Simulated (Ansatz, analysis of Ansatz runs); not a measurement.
## Monovacancy in Pd: vacancy formation, PBE

Subject: monovacancy in Pd. Wanted: its vacancy formation, in one set-up (PBE, 64-site cell, PBE lattice, 420 eV, k: 3x3x3 Gamma-centred, Fermi-Dirac 0.05 eV). The model is a cell of 64 host atoms with 1 Pd taken out. The formation energy is the energy of the cell with the vacancy less that of the same number of atoms in the perfect cell. This set-up takes another sampling or smearing than the usual one for this cell.

**The experiment.** Vacancy formation energy: 1.7 eV (quoted in “Nonuniversal structure of point defects in face-centered cubic metals”, 2021, Pui-Wai Ma and S. L. Dudarev, quoting earlier work (1991)). Vacancy formation energy: 1.85 eV (quoted in “Nonuniversal structure of point defects in face-centered cubic metals”, 2021, Pui-Wai Ma and S. L. Dudarev, quoting earlier work (1991)). The calculation is set beside it at the end.

Program: Ansatz 0.2.0. Level of theory: plane-wave PAW DFT, PBE; relaxation of all atoms of a defect supercell. Results are calculated unless marked as measured.

**1. Set-up**

The cell holds 63 atoms: 63 Pd. Its edges and angles: a = 11.151 Å, b = 11.151 Å, c = 11.151 Å, α = 60.0°, β = 60.0°, γ = 60.0°. It derives from Pd (space group Fm-3m). Nearest the centre at fractional (0.500, 0.500, 0.500): Pd31 at 2.79 Å, Pd28 at 2.79 Å, Pd27 at 2.79 Å, Pd45 at 2.79 Å, Pd42 at 2.79 Å, Pd43 at 2.79 Å, Pd40 at 2.79 Å, Pd58 at 2.79 Å.

The host's primitive cell comes from a first run (plane-wave PAW DFT, PBE; relaxation of the host's cell and atoms): vectors of 2.788, 2.788 and 2.788 Å. That is 15.32 Å³ an atom, 3.9 % over the diffraction cell's volume. The supercell is built on it.

**2. Relaxation, charge 0**

Every later number rests on the structure around the defect, so the atoms are relaxed at the host's lattice first.

File relax/input.yaml:

```yaml
relax:
  f_tol: 0.02
  max_steps: 80
  escape_saddle: false
crystal:
  lattice:
    - [0.0, 7.885037, 7.885037]
    - [7.885037, 0.0, 7.885037]
    - [7.885037, 7.885037, 0.0]
  atoms:
    - { symbol: Pd, position: [0.0, 0.0, 0.0] }
    - { symbol: Pd, position: [0.0, 0.0, 0.25] }
    - { symbol: Pd, position: [0.0, 0.0, 0.5] }
    - { symbol: Pd, position: [0.0, 0.0, 0.75] }
    - { symbol: Pd, position: [0.0, 0.25, 0.0] }
    - { symbol: Pd, position: [0.0, 0.25, 0.25] }
    - { symbol: Pd, position: [0.0, 0.25, 0.5] }
    - { symbol: Pd, position: [0.0, 0.25, 0.75] }
    - { symbol: Pd, position: [0.0, 0.5, 0.0] }
    - { symbol: Pd, position: [0.0, 0.5, 0.25] }
    - { symbol: Pd, position: [0.0, 0.5, 0.5] }
    - { symbol: Pd, position: [0.0, 0.5, 0.75] }
    - { symbol: Pd, position: [0.0, 0.75, 0.0] }
    - { symbol: Pd, position: [0.0, 0.75, 0.25] }
    - { symbol: Pd, position: [0.0, 0.75, 0.5] }
    - { symbol: Pd, position: [0.0, 0.75, 0.75] }
    - { symbol: Pd, position: [0.25, 0.0, 0.0] }
    - { symbol: Pd, position: [0.25, 0.0, 0.25] }
    - { symbol: Pd, position: [0.25, 0.0, 0.5] }
    - { symbol: Pd, position: [0.25, 0.0, 0.75] }
    - { symbol: Pd, position: [0.25, 0.25, 0.0] }
    - { symbol: Pd, position: [0.25, 0.25, 0.25] }
    - { symbol: Pd, position: [0.25, 0.25, 0.5] }
    - { symbol: Pd, position: [0.25, 0.25, 0.75] }
    - { symbol: Pd, position: [0.25, 0.5, 0.0] }
    - { symbol: Pd, position: [0.25, 0.5, 0.25] }
    - { symbol: Pd, position: [0.25, 0.5, 0.5] }
    - { symbol: Pd, position: [0.25, 0.5, 0.75] }
    - { symbol: Pd, position: [0.25, 0.75, 0.0] }
    - { symbol: Pd, position: [0.25, 0.75, 0.25] }
    - { symbol: Pd, position: [0.25, 0.75, 0.5] }
    - { symbol: Pd, position: [0.25, 0.75, 0.75] }
    - { symbol: Pd, position: [0.5, 0.0, 0.0] }
    - { symbol: Pd, position: [0.5, 0.0, 0.25] }
    - { symbol: Pd, position: [0.5, 0.0, 0.5] }
    - { symbol: Pd, position: [0.5, 0.0, 0.75] }
    - { symbol: Pd, position: [0.5, 0.25, 0.0] }
    - { symbol: Pd, position: [0.5, 0.25, 0.25] }
    - { symbol: Pd, position: [0.5, 0.25, 0.5] }
    - { symbol: Pd, position: [0.5, 0.25, 0.75] }
    - { symbol: Pd, position: [0.5, 0.5, 0.0] }
    - { symbol: Pd, position: [0.5, 0.5, 0.25] }
    - { symbol: Pd, position: [0.5, 0.5, 0.75] }
    - { symbol: Pd, position: [0.5, 0.75, 0.0] }
    - { symbol: Pd, position: [0.5, 0.75, 0.25] }
    - { symbol: Pd, position: [0.5, 0.75, 0.5] }
    - { symbol: Pd, position: [0.5, 0.75, 0.75] }
    - { symbol: Pd, position: [0.75, 0.0, 0.0] }
    - { symbol: Pd, position: [0.75, 0.0, 0.25] }
    - { symbol: Pd, position: [0.75, 0.0, 0.5] }
    - { symbol: Pd, position: [0.75, 0.0, 0.75] }
    - { symbol: Pd, position: [0.75, 0.25, 0.0] }
    - { symbol: Pd, position: [0.75, 0.25, 0.25] }
    - { symbol: Pd, position: [0.75, 0.25, 0.5] }
    - { symbol: Pd, position: [0.75, 0.25, 0.75] }
    - { symbol: Pd, position: [0.75, 0.5, 0.0] }
    - { symbol: Pd, position: [0.75, 0.5, 0.25] }
    - { symbol: Pd, position: [0.75, 0.5, 0.5] }
    - { symbol: Pd, position: [0.75, 0.5, 0.75] }
    - { symbol: Pd, position: [0.75, 0.75, 0.0] }
    - { symbol: Pd, position: [0.75, 0.75, 0.25] }
    - { symbol: Pd, position: [0.75, 0.75, 0.5] }
    - { symbol: Pd, position: [0.75, 0.75, 0.75] }
basis:
  ecutwfc: 420
  xc_grid: 2
hamiltonian:
  xc: pbe
kpoints:
  mp_grid: { grid: [3, 3, 3] }
scf:
  occupations: { method: fermi_dirac, width: 0.05 }
  max_iter: 120
output:
  forces: true
checkpoint:
  write: "../relax.run"
  compress: false
  write_wavefunctions: true
  write_every: 100000
```

On the command line:

```sh
$ ansatz run input.yaml --threads 4 --pin off --max-ram 14131MiB --backend cpu --events-out ev --progress --plain --runs-dir out
```

Numbers of over 12 decimals in the logs are rounded to 6 here.

Log:

```text
[... repeated set-up lines and file paths are left out, and long positions are rounded to six places ...]
Engine: ansatz 0.2.0, aarch64-unknown-linux-gnu
Pseudopotentials: kind: paw
Pseudopotential: Pd, paw, valence charge 18, recommended cutoff 420 eV (normal), Pd.paw.azcp
Functional definition: PBE
  parameter kappa = 0.804
  parameter beta = 0.066725
  exchange = pbe_x(kappa = kappa, mu = beta*pi^2/3)
  correlation = pbe_c(beta = beta)
Crystal: 63 atoms, lattice volume = 980.486 Å³
Basis set: ecut = 420 eV, 19195 PW (Γ), exchange–correlation on 150×150×150 points (8 copies of the dense FFT grid, shifted against one another)
Bands: 681, of which v1, the nominal top of the filled ones, is band 567 counted from 1 (566 counted from 0)
Symmetry: 48 space group operations
Space group: Fm-3m (ITA 225), of the structure as read, at distance tolerance 9.9e-5 Å
k-points: 4 of 27
Non-local potential: Pd, projectors of the file, l = 0: 2, l = 1: 2, l = 2: 2, l = 3: 1
PAW form: soft (Blöchl's): semilocal exchange-correlation on the pseudo side does not see the compensation charge
PAW one-centre angular grid: Pd, 590 points (default); XC on 64 Gauss nodes
Initial density: superposition of atomic densities (neutral atoms: chi_scale 0, normalization atom), corrected by the library's trained network
Initial wavefunctions: pseudopotential atomic-orbital guess
Functional: x = pbe(κ = 0.804, μ = 0.219515), c = pbe(β = 0.066725)
SCF iter   1: F=—  HF=-439288.929417 eV  |F-HF|=—  |Δ(HF+E_count)|=         —  Δρ=5.35e-3  dr2=1.57e-1  ethr=1.77e-3  ⟨swp⟩=5.0  Hψ=9374  notcnv=0  defer=242
preconditioner: auto → Kerker (q_TF=auto, 2.795 Å⁻¹)  [metal: Δε(μ)=0.008 eV  Ē_g=8.167 eV  σ=0.050 eV  W_gap=0.04  n_scr=338 (ndim 8)  ℏωp=29.8 eV  f_vac=0.007  D(μ)=161.07/eV (n_scr^D=2732)]
SCF iter   2: F=—  HF=-439288.934079 eV  |F-HF|=—  |Δ(HF+E_count)|=   4.66e-3  Δρ=2.74e-3  dr2=4.63e-2  ethr=1.38e-5  ⟨swp⟩=1.5  Hψ=3138  notcnv=0  defer=325
SCF iter   3: F=—  HF=-439288.937872 eV  |F-HF|=—  |Δ(HF+E_count)|=   3.79e-3  Δρ=3.07e-4  dr2=4.26e-3  ethr=4.08e-6  ⟨swp⟩=2.0  Hψ=2986  notcnv=0  defer=325
SCF iter   4: F=—  HF=-439288.940070 eV  |F-HF|=—  |Δ(HF+E_count)|=   2.20e-3  Δρ=1.29e-4  dr2=7.02e-4  ethr=3.76e-7  ⟨swp⟩=2.0  Hψ=3189  notcnv=0  defer=325
SCF iter   5: F=—  HF=-439288.940089 eV  |F-HF|=—  |Δ(HF+E_count)|=   1.89e-5  Δρ=5.64e-5  dr2=1.22e-4  ethr=6.19e-8  ⟨swp⟩=2.0  Hψ=3595  notcnv=0  defer=325
SCF iter   6: F=—  HF=-439288.940095 eV  |F-HF|=—  |Δ(HF+E_count)|=   5.38e-6  Δρ=2.98e-5  dr2=2.37e-5  ethr=1.07e-8  ⟨swp⟩=2.0  Hψ=3469  notcnv=0  defer=325
SCF iter   7: F=-439288.940095 eV  HF=-439288.940097 eV  |F-HF|=1.83e-6  |Δ(HF+E_count)|=   2.24e-6  Δρ=1.20e-5  dr2=4.22e-6  ethr=8.82e-10  ⟨swp⟩=3.0  Hψ=6265  notcnv=0
SCF 1 converged in 7 iterations: F = -439288.940095 eV  dr2 = 4.22e-6
  greatest PAW one-centre occupation: 0.999 electrons in one spin orbital (limit 2), on the Pd atom at site 40 (counted from 0), in its partial waves of l = 0
relax step   1: F+E_penalty+E_count = -439288.94009513 eV  Δ(F+E_penalty+E_count) = +0.000e0 eV  max|allowed force component| = 2.476e-1 eV/Å  Δτ_max = 0.0000 Å  (7 SCF iters, dr2 threshold 1.00e-5 eV, accepted)
[... the SCF cycles and remarks between the steps are left out from here to the last step ...]
relax step   2: F+E_penalty+E_count = -439289.04941101 eV  Δ(F+E_penalty+E_count) = -1.093e-1 eV  max|allowed force component| = 1.041e-1 eV/Å  Δτ_max = 0.0632 Å  (7 SCF iters, dr2 threshold 3.83e-6 eV, accepted)
relax step   3: F+E_penalty+E_count = -439289.05924488 eV  Δ(F+E_penalty+E_count) = -9.834e-3 eV  max|allowed force component| = 3.261e-3 eV/Å  Δτ_max = 0.0115 Å  (7 SCF iters, dr2 threshold 6.77e-7 eV, accepted)
iter 1 solved again at ethr=2.68e-12 eV; its pass at ethr=3.10e-3 eV (dr2=3.04e-8 eV) is discarded
SCF iter   1: F=—  HF=-439289.059250 eV  |F-HF|=—  |Δ(HF+E_count)|=         —  Δρ=1.37e-6  dr2=2.89e-8  ethr=2.68e-12  ⟨swp⟩=1.0  Hψ=7535  notcnv=0  defer=293
iter 2 did not close the SCF: its close was put off for the readings that it lacked (scf_convergence_deferred on its scf_iter line)
SCF iter   2: F=-439289.059245 eV  HF=-439289.059245 eV  |F-HF|=8.21e-9  |Δ(HF+E_count)|=   5.23e-6  Δρ=7.92e-7  dr2=1.28e-8  ethr=2.55e-12  ⟨swp⟩=1.0  Hψ=2390  notcnv=0  defer=293
iter 3 did not close the SCF: its close was put off for the readings that it lacked (scf_convergence_deferred on its scf_iter line)
SCF iter   3: F=-439289.059245 eV  HF=-439289.059245 eV  |F-HF|=2.62e-9  |Δ(HF+E_count)|=  5.82e-11  Δρ=2.38e-7  dr2=3.42e-9  ethr=1.13e-12  ⟨swp⟩=2.0  Hψ=3258  notcnv=0  defer=293
iter 4 did not close the SCF: its close was put off for the readings that it lacked (scf_convergence_deferred on its scf_iter line)
SCF iter   4: F=-439289.059245 eV  HF=-439289.059245 eV  |F-HF|=7.57e-10  |Δ(HF+E_count)|=  5.82e-11  Δρ=8.92e-8  dr2=7.93e-10  ethr=1.00e-12  ⟨swp⟩=1.0  Hψ=2390  notcnv=0  defer=293
iter 5 did not close the SCF: its close was put off for the readings that it lacked (scf_convergence_deferred on its scf_iter line)
SCF iter   5: F=-439289.059245 eV  HF=-439289.059245 eV  |F-HF|=1.16e-10  |Δ(HF+E_count)|=  1.16e-10  Δρ=6.16e-8  dr2=1.32e-10  ethr=1.00e-12  ⟨swp⟩=1.0  Hψ=2390  notcnv=0  defer=293
SCF iter   6: F=-439289.059245 eV  HF=-439289.059245 eV  |F-HF|=1.16e-10  |Δ(HF+E_count)|=  5.82e-11  Δρ=2.67e-8  dr2=1.24e-11  ethr=1.00e-12  ⟨swp⟩=1.0  Hψ=5130  notcnv=0
SCF 4 converged in 6 iterations: F = -439289.059245 eV  dr2 = 1.24e-11
relax step   4: F+E_penalty+E_count = -439289.05924490 eV  Δ(F+E_penalty+E_count) = -1.909e-8 eV  max|allowed force component| = 3.252e-3 eV/Å  Δτ_max = 0.0000 Å  (6 SCF iters, accepted)
NSCF: frozen V_eff on 4 k-points
the band table was solved once a step of the walk had ended and its energy, with any forces and stress, was formed, with the checks that follow a solve (7930 applications of the Hamiltonian). They found nothing against the state; [...]
SCF converged after 6 iterations
Free energy (F): -439289.059245 eV
Harris-Foulkes:  -439289.059245 eV  (|F-HF|=1.16e-10)
Internal energy: -439287.782311 eV  (E = F + TS)
E sigma→0 (E₀):  -439288.420778 eV
Entropy (-TS):   -1.276934 eV (-20.269 meV/atom)
Fermi energy:    18.411481 eV
--- Per-component energies (eV) ---
  E_band       = -9992.375958
  E_kinetic    = 32315.993621
  E_local      = -116498.132860  (includes V_loc(G=0)·N_el)
  E_nonlocal   = 13681.977529
  E_hartree    = 47281.741995
  E_xc         = -10609.089706
  E_vxc        = -13308.410060  (∫ρ·V_xc dr)
  E_paw        = -236260.663280  (= ΣΔE_a)
  E_vpaw       = -20747.300959  (= ΣTr[D̂ρ^β])
  E_aug_tail   = 0.012493  (compensation charges beyond the density's cutoff)
  E_ewald      = -169199.622102
  E_smearing   = -1.276934  (= −TS)
  E_closure    = 0.000000  (closes the sum)
  Σ components = -439289.059245   (vs F -439289.059245, Δ=0.00e0)
--- Forces (eV/Å), atoms counted from 1 ---
  atom   1  Pd    -0.00000000    -0.00000000    -0.00000000
  atom   2  Pd     0.00309217     0.00309217     0.00000000
  [... 24 atoms left out ...]
  atom  27  Pd     0.00000000     0.00035240     0.00035240
  atom  28  Pd    -0.00035240     0.00000000     0.00035240
  [... 2 atoms left out ...]
  atom  31  Pd    -0.00035240     0.00035240     0.00000000
  [... 7 atoms left out ...]
  atom  39  Pd     0.00035240    -0.00000000     0.00035240
  atom  40  Pd    -0.00000000    -0.00035240     0.00035240
  [... 1 atom left out ...]
  atom  42  Pd     0.00035240     0.00035240    -0.00000000
  atom  43  Pd    -0.00035240    -0.00035240     0.00000000
  [... 1 atom left out ...]
  atom  45  Pd     0.00000000     0.00035240    -0.00035240
  [... 8 atoms left out ...]
  atom  54  Pd     0.00035240    -0.00035240     0.00000000
  [... 2 atoms left out ...]
  atom  57  Pd     0.00035240    -0.00000000    -0.00035240
  [... 6 atoms left out ...]
  max |Σ_I F_I| component: 5.96e-18 eV/Å
--- Band table (eV) ---
  k-point 0: bands = ["-65.5826", "-65.5661", "-65.5650", "-65.5650", [... 673 left out ...] "29.7997", "29.7997", "29.7997", "30.6575"]
  k-point 1: bands = ["-65.5814", "-65.5694", "-65.5648", "-65.5648", [... 673 left out ...] "29.6573", "29.6573", "29.6762", "29.7126"]
  [... further k-points left out ...]
--- Relaxed structure (4 steps of the walk, 4 accepted, 0 SCFs on fresh bases) ---
  F+E_penalty+E_count = -439289.05924490 eV   max|allowed force component| = 3.252e-3 eV/Å
  atoms:
    - { symbol: Pd, position: [-1.294257473744065e-19, 0, 0] }
    - { symbol: Pd, position: [0, 0, 0.250146] }
    [... 24 atoms left out ...]
    - { symbol: Pd, position: [0.254641, 0.5, 0.5] }
    - { symbol: Pd, position: [0.254641, 0.5, 0.745359] }
    [... 2 atoms left out ...]
    - { symbol: Pd, position: [0.254641, 0.745359, 0.5] }
    [... 7 atoms left out ...]
    - { symbol: Pd, position: [0.5, 0.254641, 0.5] }
    - { symbol: Pd, position: [0.5, 0.254641, 0.745359] }
    [... 1 atom left out ...]
    - { symbol: Pd, position: [0.5, 0.5, 0.254641] }
    - { symbol: Pd, position: [0.5, 0.5, 0.745359] }
    [... 1 atom left out ...]
    - { symbol: Pd, position: [0.5, 0.745359, 0.254641] }
    [... 8 atoms left out ...]
    - { symbol: Pd, position: [0.745359, 0.254641, 0.5] }
    [... 2 atoms left out ...]
    - { symbol: Pd, position: [0.745359, 0.5, 0.254641] }
    [... 6 atoms left out ...]
```

Elapsed: 4 min, on 4 threads of Arm Neoverse V2, shared host; peak memory 11 GiB; 16 min of CPU time.

The steps of the relaxation:

```csv
step,energy less that of the first step (eV),largest force component (eV/Å)
1,0.0000,0.2476
2,-0.1093,0.1041
3,-0.1191,0.0033
4,-0.1191,0.0033
```

Forces are held to the 48 operations that the run works with; a distortion that breaks them can't arise in this run.

The atoms that moved most (Å):

```csv
atom,dx,dy,dz,length
Pd31,-0.037,0.037,0.000,0.052
Pd28,-0.037,0.000,0.037,0.052
Pd27,0.000,0.037,0.037,0.052
Pd45,0.000,0.037,-0.037,0.052
Pd42,0.037,0.037,0.000,0.052
Pd43,-0.037,-0.037,0.000,0.052
Pd40,0.000,-0.037,0.037,0.052
Pd58,0.000,-0.037,-0.037,0.052
```

Neighbours of the ideal centre at the end:

```csv
atom,distance (Å)
Pd31,2.736
Pd28,2.736
Pd27,2.736
Pd45,2.736
Pd42,2.736
Pd43,2.736
Pd40,2.736
Pd58,2.736
Pd54,2.736
Pd57,2.736
Pd46,2.736
Pd39,2.736
```

Numbers from this step:

```yaml
free_energy: -439289.0592 eV
smearing_term_ts: 1.277 eV
```

The relaxation ends 1.9 meV an atom lower, with a largest force component of 0.0033 eV/Å.

**3. Defect-free supercell**

The perfect cell is run with the same cutoff and k-points as the defect cell, so that sampling errors largely cancel in the difference.

This step: plane-wave PAW DFT, PBE; single point of the defect-free supercell.

System of this step: The cell holds 64 atoms: 64 Pd. Its edges and angles: a = 11.151 Å, b = 11.151 Å, c = 11.151 Å, α = 60.0°, β = 60.0°, γ = 60.0°.

File host/input.yaml:

```yaml
crystal:
  lattice:
    - [0.0, 7.8850370006, 7.8850370006]
    - [7.8850370006, 0.0, 7.8850370006]
    - [7.8850370006, 7.8850370006, 0.0]
  atoms:
    - { symbol: Pd, position: [0.0, 0.0, 0.0] }
    - { symbol: Pd, position: [0.0, 0.0, 0.25] }
    - { symbol: Pd, position: [0.0, 0.0, 0.5] }
    - { symbol: Pd, position: [0.0, 0.0, 0.75] }
    - { symbol: Pd, position: [0.0, 0.25, 0.0] }
    - { symbol: Pd, position: [0.0, 0.25, 0.25] }
    - { symbol: Pd, position: [0.0, 0.25, 0.5] }
    - { symbol: Pd, position: [0.0, 0.25, 0.75] }
[... 50 atom lines left out ...]
    - { symbol: Pd, position: [0.75, 0.5, 0.5] }
    - { symbol: Pd, position: [0.75, 0.5, 0.75] }
    - { symbol: Pd, position: [0.75, 0.75, 0.0] }
    - { symbol: Pd, position: [0.75, 0.75, 0.25] }
    - { symbol: Pd, position: [0.75, 0.75, 0.5] }
    - { symbol: Pd, position: [0.75, 0.75, 0.75] }
basis:
  ecutwfc: 420
  xc_grid: 2
hamiltonian:
  xc: pbe
kpoints:
  mp_grid: { grid: [3, 3, 3] }
scf:
  occupations: { method: fermi_dirac, width: 0.05 }
  max_iter: 120
output:
  forces: true
```

Log:

```text
[...]
Crystal: 64 atoms, lattice volume = 980.486 Å³
Basis set: ecut = 420 eV, 19195 PW (Γ), exchange–correlation on 150×150×150 points (8 copies of the dense FFT grid, shifted against one another)
Bands: 640, of which v1, the nominal top of the filled ones, is band 576 counted from 1 (575 counted from 0)
Symmetry: 3072 space group operations
[...]
k-points: 4 of 27
[...]
SCF iter   1: F=—  HF=-446263.174412 eV  |F-HF|=—  |Δ(HF+E_count)|=         —  Δρ=4.82e-3  dr2=5.45e-2  ethr=1.77e-3  ⟨swp⟩=5.0  Hψ=8702  notcnv=0  defer=89
[...]
SCF iter   6: F=-446263.188366 eV  HF=-446263.188366 eV  |F-HF|=1.50e-8  |Δ(HF+E_count)|=   3.71e-7  Δρ=2.93e-6  dr2=6.60e-8  ethr=8.51e-11  ⟨swp⟩=3.0  Hψ=5800  notcnv=0
SCF 1 converged in 6 iterations: F = -446263.188366 eV  dr2 = 6.60e-8
[...]
SCF converged after 6 iterations
Free energy (F): -446263.188366 eV
[...]
Internal energy: -446261.882740 eV  (E = F + TS)
E sigma→0 (E₀):  -446262.535553 eV
Entropy (-TS):   -1.305626 eV (-20.400 meV/atom)
Fermi energy:    18.798550 eV
[...]
```

Elapsed: 42 s, on 4 threads; peak memory 8.4 GiB.

This step gave:

- free energy: -446263.1884 eV
- smearing term TS: 1.306 eV

**4. Outcome**

| Property | Result |
| --- | --- |
| energy gained by relaxing the atoms | 0.12 eV |
| vacancy formation energy at fixed volume, 0 K | 1.26 eV |
| time of the whole chain | 4.7 min on 4 threads |

Vacancy formation energy: computed 1.26 eV, measured 1.7 eV and 1.85 eV; 0.44 eV below the nearest measurement. The calculation is for 0 K; measured enthalpies come from near the melting point and hold vibrational and anharmonic parts. Semilocal functionals misjudge the energy of a vacancy's internal surface; LDA and PBEsol usually give larger values than PBE.

[Logs are printed without paths, hosts, clocks, repeated set-up lines and the standing remarks that a program may print on its own settings, such as how far it seeks lower states.]

[Hosts, paths, dates, database ids (printed as entryN), source tags and the programs' standing remarks are cut or masked in the printed files.]

[For some hosts the program warned that the k-mesh of the response run may be too coarse for force constants and the static dielectric constant; such warnings are not shown here.]
